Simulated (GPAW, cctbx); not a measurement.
## How far are the atoms of CsCuBrCl from free atoms?

Question: by how much does bonding change the X-ray structure factors of CsCuBrCl, and what does a routine refinement make of it?

The cell comes from substitution in a known structure type and wasn't matched to any measured phase. All numbers below are calculated.

## 1. Find the equilibrium geometry

The density hangs on the geometry, so cell and atoms are relaxed first, with the symmetry held. The cutoff is set higher than for the density because stress converges slowly with plane waves.

Settings: GPAW 26.7.0, PBE, 570 eV, 3×3×2 k-points (along the axes of the calculation cell), Fermi–Dirac width 0.05 eV, BFGS to 0.03 eV/Å.

```text
cell
1.0
     4.975000000    0.000000000    0.000000000
     0.000000000    4.975000000    0.000000000
     0.000000000    0.000000000    9.654000000
Cs Br Cu Cl
2 2 2 2
Direct
0.500000000 0.000000000 0.696000000
0.000000000 0.500000000 0.304000000
0.500000000 0.500000000 0.000000000
0.000000000 0.000000000 0.000000000
0.000000000 0.500000000 0.916000000
0.500000000 0.000000000 0.084000000
0.500000000 0.000000000 0.331000000
0.000000000 0.500000000 0.669000000
```

```console
$ OMP_NUM_THREADS=1 mpirun -n 4 gpaw python run.py > gpaw.log
```

```text
BFGS:    0      -24.503514        0.408318
BFGS:    1      -24.511389        0.385697
BFGS:    2      -24.573048        0.361531
BFGS:    3      -24.578589        0.223131
...
BFGS:    8      -24.606273        0.052831
BFGS:    9      -24.606769        0.044848
BFGS:   10      -24.607489        0.028736
cell  5.0740 5.0740 9.7417  90.00 90.00 90.00
volume 250.806 A^3, largest force 0.028 eV/A, largest stress 0.07 GPa
```

After 10 steps the volume has changed by +5.0 % and the energy by -0.104 eV; the largest stress left is 0.07 GPa. It took 2.4 min on 4 cores of Arm Neoverse V1 (shared host), peak memory 1.2 GiB.

Relaxed structure: P4/nmm (no. 129, origin choice 1), a = 5.0740 Å, b = 5.0740 Å, c = 9.7417 Å, α = 90.00°, β = 90.00°, γ = 90.00°.

| atom | mult. | x | y | z |
| --- | --- | --- | --- | --- |
| Cs1 | 2 | 1/2 | 0 | 0.6991 |
| Br1 | 2 | 1/2 | 1/2 | 0 |
| Cu1 | 2 | 0 | 1/2 | 0.9010 |
| Cl1 | 2 | 1/2 | 0 | 0.3336 |

## 2. The all-electron density

X-rays see the whole electron density, so the PAW density is rebuilt with its core regions. Subtracting spherical free atoms from the same code cancels the cores and leaves the deformation density Δρ, the part due to bonding.

Settings: PBE, 450 eV, 4×4×2 k-points (along the axes of the calculation cell), Fermi–Dirac width 0.05 eV; primitive cell of 8 atoms.

```console
$ OMP_NUM_THREADS=1 mpirun -n 4 gpaw python run.py > gpaw.log
```

```text
|iter:   1|       0s |  -25.436418 | -0.10 |       |
|iter:   2|       1s |  -25.261619 | -1.64 | -1.35 |
|iter:   3|       2s |  -25.430511 | -0.66 | -1.39 |
...
|iter:   9|      10s |  -24.486844c| -6.41 | -3.76 |
|iter:  10|      12s |  -24.486844c| -7.01 | -4.25c|
|iter:  11|      13s |  -24.486844c| -7.59c| -5.07c|
```

```text
grid (50, 50, 96)  electrons 272.000  moved by bonding 1.148 e
deformation density beyond 0.5 A of the nuclei: max 0.077, min -0.120 e/A^3
atom        x       y       z   Voronoi charge  moment
Cs1    0.5000  0.0000  0.6991      0.201       0.00
Cs2    0.0000  0.5000  0.3009      0.201       0.00
Br3    0.5000  0.5000  0.0000     -0.140       0.00
Br4    0.0000  0.0000  0.0000     -0.140       0.00
Cu5    0.0000  0.5000  0.9010      0.155       0.00
Cu6    0.5000  0.0000  0.0990      0.155       0.00
Cl7    0.5000  0.0000  0.3336     -0.216       0.00
Cl8    0.0000  0.5000  0.6664     -0.216       0.00
mean inner potential of superposed free atoms 12.658 V
total magnetic moment 0.000 muB
```

Deformation density in a plane through the shortest contact of the Cu atom at the origin, in 0.01 e/Å³ (clipped at ±99); x from -1.6 to 3.9 Å, y from 2.4 down to -2.4 Å:

```text
  1   .   .  -1   2   2   0   0  -1  -1  -1  -1  -1  -1  -1  -1
  1  -1  -1   2   3   2   0   0  -1  -1  -1  -1  -1  -1  -1  -1
  1   1   2   4   3   1   0   0   0   0   0   0   0   0  -1  -1
  1   1   2   2   1   0   0   0   1   1   2   3   2   1   0  -1
  0   0   0  -2  -3  -2  -1   0   3   3   4   5   4   2   1   0
  0  -1  -2  -4   .  -2  -6   1   6   1  -3   .   1   2   1   0
 -1  -1  -2 -11   .   . -12   0   7  -2   .   .  -4   1   1   0
  0  -1  -2  -4   .  -2  -6   1   6   1  -3   .   1   2   1   0
  0   0   0  -2  -3  -2  -1   0   3   3   4   5   4   2   1   0
  1   1   2   2   1   0   0   0   1   1   2   3   2   1   0  -1
  1   1   2   4   3   1   0   0   0   0   0   0   0   0  -1  -1
  1  -1  -1   2   3   2   0   0  -1  -1  -1  -1  -1  -1  -1  -1
  1   .   .  -1   2   2   0   0  -1  -1  -1  -1  -1  -1  -1  -1
```

Atoms in or within 0.15 Å of the plane: Cu (0.0, 0.0), Cl (2.3, 0.0) Å. Dots mark points within about 0.45 Å of a nucleus; large values next to them are atomic features.

Cl gains most (-0.22 e) and Cs loses most (+0.20 e), as electronegativity suggests. Such charges fall far short of formal ones, since overlapping free atoms already put density on their neighbours. Along the shortest contact from the Cu atom at the map's origin, Cu–Cl at 2.29 Å, Δρ is +0.05 e/Å³ at the midpoint and highest, +0.08, 1.36 Å from Cu (points within 0.5 Å of a nucleus left out): a modest build-up. At the midpoints of other shortest contacts it is +0.03 (Br–Cu, 2.71 Å) e/Å³. Point values carry grid noise of about 0.01 e/Å³. The run needed 11 iterations, 21 s.

## 3. From the density to structure factors

The Fourier components of Δρ, added to those of the free atoms, give the static X-ray structure factors; the Mott–Bethe relation turns them into the Fourier components V of the potential that fast electrons feel.

```text
static structure factors of the conventional cell: F in electrons, V (Mott-Bethe) in volts
   h  k  l      d  |F| table  |F| free   |F| DFT   change   |V| free  |V| DFT  change %
   0  0  1  9.7417    64.557    64.510    64.535    0.024     1.714    1.671     -2.5
   0  0  2  4.8708    13.998    14.108    14.214    0.106     1.067    1.021     -4.3
   1  0  1  4.5002    37.804    37.939    37.616   -0.323     1.208    1.327      9.9
   1  1  0  3.5879   114.208   114.074   114.186    0.112     4.217    4.191     -0.6
   1  0  2  3.5138    81.603    81.456    81.049   -0.406     2.172    2.264      4.2
   1  1  1  3.3668    62.515    62.696    63.219    0.523     2.446    2.337     -4.4
   0  0  3  3.2472   149.017   149.130   149.700    0.570     5.398    5.288     -2.0
   1  1  2  2.8888   128.368   128.512   128.781    0.269     4.279    4.238     -1.0
   1  0  3  2.7351    98.103    97.871    97.781   -0.089     2.863    2.876      0.4
   2  0  0  2.5370   215.370   215.194   215.167   -0.028     6.682    6.685      0.0
   2  0  1  2.4551    53.836    53.599    53.517   -0.082     1.311    1.320      0.7
   0  0  4  2.4354    30.983    31.260    31.118   -0.142     0.768    0.783      2.0
   1  1  3  2.4076    26.188    26.316    26.460    0.145     1.147    1.131     -1.3
   2  0  2  2.2501    11.255    11.395    11.461    0.066     0.479    0.473     -1.3
```

The largest X-ray change is +0.57 e on 003, 0.4 % of |F|. For electrons V goes as (Z − F)/g², so a change of F counts against Z − F, which is small at low angle and wherever the atoms' terms cancel: |V| of 101 moves by +9.9 % (1.21 to 1.33 V) against -0.9 % in |F|. The tabulated Hartree–Fock atoms differ from the free DFT atoms by up to 0.28 e, so the choice of reference atom matters too.

## 4. What a spherical-atom refinement makes of it

Routine crystallography fits spherical atoms. To see the bias, intensities are simulated from tabulated atoms plus the DFT change ΔF, so that bonding alone can misfit (16160 reflections of the full sphere, merged to the counts below, to 0.4 Å, 1 % proportional noise plus counting noise, assumed isotropic U as listed, Δρ smeared by the mean U) and refined with cctbx over different ranges.

| range | data | R1 | GooF | U Cs1 (true 0.0072) | U Br1 (true 0.0085) | U Cu1 (true 0.0091) | U Cl1 (true 0.0109) | largest shift (Å) | Δρ max, min (e/Å³) |
| --- | --- | --- | --- | --- | --- | --- | --- | --- | --- |
| all data | 1243 | 0.0051 | 0.93 | 0.0072 | 0.0085 | 0.0091 | 0.0110 | 0.0002 | 0.31, -0.37 |
| low resolution, d > 0.84 | 164 | 0.0029 | 0.95 | 0.0072 | 0.0085 | 0.0091 | 0.0111 | 0.0004 | 0.12, -0.16 |
| high order, d < 0.75 | 1025 | 0.0063 | 0.92 | 0.0072 | 0.0085 | 0.0091 | 0.0110 | 0.0001 | 0.31, -0.30 |
| occupancies free, d > 0.7 | 266 | 0.0031 | 0.96 | 0.0072 | 0.0085 | 0.0091 | 0.0109 | 0.0003 | 0.22, -0.24 |

With all data GooF is 0.93, so at this noise the bonding hardly shows; the top residual peak lies 1.42 Å from Cs and 2.14 Å from Cl. No U is off by more than 3 s.u. at low resolution. With Cs1 held at 1 and the scale free, the other occupancies refine to Br1 0.999(0.001), Cu1 0.999(0.001) and Cl1 0.998(0.002), within three s.u. of full.

## 5. Answer

Bonding moves 1.15 e in the primitive cell of CsCuBrCl and changes the structure factors of the conventional cell in the table above by at most 0.57 e (003, 0.4 %), and among reflections above 2 % of the strongest by up to 0.9 % (101). The shortest bond, Cu–Cl, has Δρ = +0.05 e/Å³ at its midpoint. With all data GooF is 0.93, so at this noise the bonding hardly shows. Limits: static density, frozen cores, no spin–orbit coupling; no Hubbard U on Cu.

[Outputs are excerpts: Python notices, other lines and further rows are left out; steps that failed or that the build refused (PBEsol, TPSS) are not shown.]

[Logs are printed without paths, hosts, clocks, repeated set-up lines and the standing remarks that a program may print on its own settings, such as how far it seeks lower states.]
